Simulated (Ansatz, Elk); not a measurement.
# How far do independent atoms describe LaFe2Pb2?, part 2 of 2

Structure refinements treat a crystal as free atoms side by side. For a made-up structure of LaFe2Pb2 (cell and positions from a PBEsol relaxation) the runs below show what the calculated density changes in F(hkl).

Elk 11.2.3 (patched build); all-electron DFT.

So far: The starting structure; Ground state and structure factors; The magnetisation density.

The structure was built from a prototype and need not be the compound's stable phase.

### 4. The highest occupied states alone

Level of this step: DFT, PBE, all-electron APW+lo, Dirac cores, scalar-relativistic bands, static density, ferromagnetic start (Elk).

An energy window below the Fermi level keeps the highest occupied states, to see at which angles they scatter; shallow core shells can lie inside it and anion s states outside. No new self-consistency is needed.

Contents of elk.in:

```
tasks
  195

xctype
  20

spinpol
  .true.

rgkmax
  7.0

gmaxvr
  14.0

lmaxo
  7

lmaxapw
  8

swidth
  0.002

tshift
  .false.

ramdisk
  .false.

hmaxvr
  5.5

maxscl
  120

epspot
  1e-06

reducebf
  0.8

wsfac
  -0.067150 0.600340

sppath
  './'

avec
  -4.07676249876 4.07676249876 11.35965541742
  4.07676249876 -4.07676249876 11.35965541742
  4.07676249876 4.07676249876 -11.35965541742

atoms
  3
  'Pb.in'
  2
  0.3758507181 0.3758507181 0.0000000000   0.000000 0.000000 0.000000
  0.6241492819 0.6241492819 0.0000000000   0.000000 0.000000 0.000000
  'La.in'
  1
  0.0000000000 0.0000000000 0.0000000000   0.000000 0.000000 0.000000
  'Fe.in'
  2
  0.2500000000 0.7500000000 0.5000000000   0.000000 0.000000 -0.130000
  0.7500000000 0.2500000000 0.5000000000   0.000000 0.000000 -0.130000

ngridk
  6 6 6
```

Run with:

```sh
$ OMP_NUM_THREADS=4 elk
```

Numbers of over 12 decimals in the logs are rounded to 6 here.

The log of the run:

```text
┌─────────────────────────────────┐
│ Elk code version 11.2.3 started │
└─────────────────────────────────┘

Info(readinput): the functional depends on the density's gradient
 muffin-tin radial points multiplied by    2.00000
 (not where nrmtscf is given)

┌────────────────────┐
│ Current task : 195 │
└────────────────────┘
Info(checkmt): changed muffin-tin radius of species 1 (Pb) from   2.8000 to   2.6543
Info(checkmt): changed muffin-tin radius of species 3 (Fe) from   2.4000 to   2.2751

Info(sfacrho): density structure factors written to SFACRHO.OUT

 Energy window :  -0.6715000000E-01  0.6003400000

┌──────────────────┐
│ Elk code stopped │
└──────────────────┘
```

Elapsed: 16 s, on 4 threads of Arm Neoverse V2, shared host; peak memory 0.34 GiB.

States within 10 eV below the Fermi level hold 26.69 electrons; any levels below the window count with the cores, and a count that is not whole means the window cuts a band. Their amplitudes can exceed the total, where window and core parts have opposite phase:

```tsv
hkl	sin θ/λ (Å⁻¹)	abs F, window	abs F, all
002	0.083	12.188	6.121
101	0.123	1.558	57.285
110	0.164	8.108	149.524
004	0.166	8.081	54.473
103	0.170	0.906	147.172
112	0.184	8.655	89.037
200	0.232	6.656	214.541
114	0.234	6.551	127.882
105	0.238	0.043	139.155
202	0.246	6.206	7.006
```

### 5. Another functional

The difference from free atoms is small, so it is set against the change that PBEsol makes.

elk.in: that of step 4 with these lines changed.

```diff
@@ -1,6 +1,8 @@
 tasks
+  0
   195
+  196
 
 xctype
-  20
+  22
 
@@ -42,5 +44,2 @@
 
-wsfac
-  -0.067150 0.600340
-
 sppath
```

Run with:

```sh
$ OMP_NUM_THREADS=4 elk
```

The log of the run:

```text
┌─────────────────────────┐
│ Elk code version 11.2.3 │
└─────────────────────────┘

All units are atomic (Hartree, Bohr, etc.)

┌─────────────────────────────────────────────────┐
│ Ground-state run starting from atomic densities │
└─────────────────────────────────────────────────┘

Lattice vectors :
  -4.076762499       4.076762499       11.35965542
   4.076762499      -4.076762499       11.35965542
   4.076762499       4.076762499      -11.35965542

Reciprocal lattice vectors :
  0.1732208347E-16  0.7706096822      0.2765570379
[...]
species : 1 (Pb)
[...]
species : 2 (La)
[...]
species : 3 (Fe)
   atom 1                    :    2.625356123
   atom 2                    :    2.625356123
 total in muffin-tins        :    5.161649291
 total moment                :    5.172350065

┌──────────────────────────────┐
│ Self-consistent loop stopped │
└──────────────────────────────┘

Warning : the lowest level lies among the core levels :   -2.945607737      -2.465825889

Warning : core states of species 1 leak from the muffin-tin :   0.2439417890E-02

Warning : core states of species 2 leak from the muffin-tin :   0.2185325064E-03

Wrote STATE.OUT
[key lines of the parts left out:]
total energy                :     -52883.711808878
```

The job ended after 6.6 min (4 threads; peak memory 0.64 GiB).

Against the first run R = 0.01 %; the largest change is -0.039 at 220. The moment goes from 5.17 to 5.17 μB.

### 6. Basis size

A smaller basis shows how fast F responds to it; the change is likely larger than the basis error of the first run, but doesn't show convergence.

elk.in: that of step 5 with these lines changed.

```diff
@@ -6,3 +6,3 @@
 xctype
-  22
+  20
 
@@ -12,3 +12,3 @@
 rgkmax
-  7.0
+  5.5
```

Run with:

```sh
$ OMP_NUM_THREADS=4 elk
```

The log of the run:

```text
┌─────────────────────────┐
│ Elk code version 11.2.3 │
└─────────────────────────┘

All units are atomic (Hartree, Bohr, etc.)

┌─────────────────────────────────────────────────┐
│ Ground-state run starting from atomic densities │
└─────────────────────────────────────────────────┘

Lattice vectors :
  -4.076762499       4.076762499       11.35965542
   4.076762499      -4.076762499       11.35965542
   4.076762499       4.076762499      -11.35965542

Reciprocal lattice vectors :
  0.1732208347E-16  0.7706096822      0.2765570379
[...]
species : 1 (Pb)
[...]
species : 2 (La)
[...]
species : 3 (Fe)
   atom 1                    :    2.665119964
   atom 2                    :    2.665119964
 total in muffin-tins        :    5.226509170
 total moment                :    5.230944527

┌──────────────────────────────┐
│ Self-consistent loop stopped │
└──────────────────────────────┘

Warning : the lowest level lies among the core levels :   -2.982079650      -2.478177752

Warning : core states of species 1 leak from the muffin-tin :   0.2441058862E-02

Warning : core states of species 2 leak from the muffin-tin :   0.2157522347E-03

Wrote STATE.OUT
[key lines of the parts left out:]
total energy                :     -52900.209101277
```

The job ended after 6.4 min (4 threads; peak memory 0.63 GiB).

Against the first run R = 0.02 %; the largest change is +0.184 at 008. The moment goes from 5.17 to 5.23 μB.

### 7. Settings against the effect

```tsv
run	R against the first run (%)	R against neutral atoms, low angle (%)	wall time
PBE, rgkmax 7	0.00	0.20	6 min
PBEsol	0.01	0.21	6.6 min
rgkmax 5.5	0.02	0.20	6.4 min
```

### 8. What came out

```
R against neutral atoms, sin θ/λ < 0.3 Å⁻¹ : 0.20 %
R against neutral atoms, 0.3 to 0.75 Å⁻¹   : 0.08 %
```

Independent neutral atoms miss the calculated amplitudes by R = 0.20 % below 0.3 Å⁻¹ and 0.08 % from there to 0.75 Å⁻¹; by shells, 0.34 % below 0.15 Å⁻¹ (2 forms), 0.19 % 0.15 to 0.3 (13 forms), 0.05 % 0.3 to 0.45 (23 forms), 0.09 % above 0.45 (111 forms). Bonding, aspherical density and the tables' own atoms all enter these figures, and the runs don't part them. The largest change of an amplitude is -0.52 electrons, at 200. Weak lines can change much in proportion: 006 goes from 1.14 to 1.41. The magnetic order is that of the start. No other order was tried here, and an antiferromagnetic one would change or move the magnetic intensity. The window's part falls from 26.7 electrons at the origin to at most 2.29 between 0.45 and 0.75 Å⁻¹, where compact states inside the window still scatter. Below 0.3 Å⁻¹ the changes that finished (PBEsol and rgkmax 5.5) move F by R = 0.05 % at most, against the 0.20 % that separates it from free atoms. A single amplitude moves by up to 0.18 electrons, against 0.52 for the largest difference from free atoms. The magnetic factors move by R = 0.5 % (PBEsol) and 3.4 % (rgkmax 5.5), so they aren't settled to better than that. The k-mesh has no finished test. Spin-orbit coupling is left out, which can matter for elements this heavy. Part of the difference isn't bonding: the tables are fits to free atoms and ions calculated by other methods than this functional. Thermal motion, anomalous dispersion and extinction are left out.

[Logs are printed without paths, hosts, clocks, repeated set-up lines and the standing remarks that a program may print on its own settings, such as how far it seeks lower states.]

[Hosts, paths, dates, database ids (printed as entryN), source tags and the programs' standing remarks are cut or masked in the printed files.]
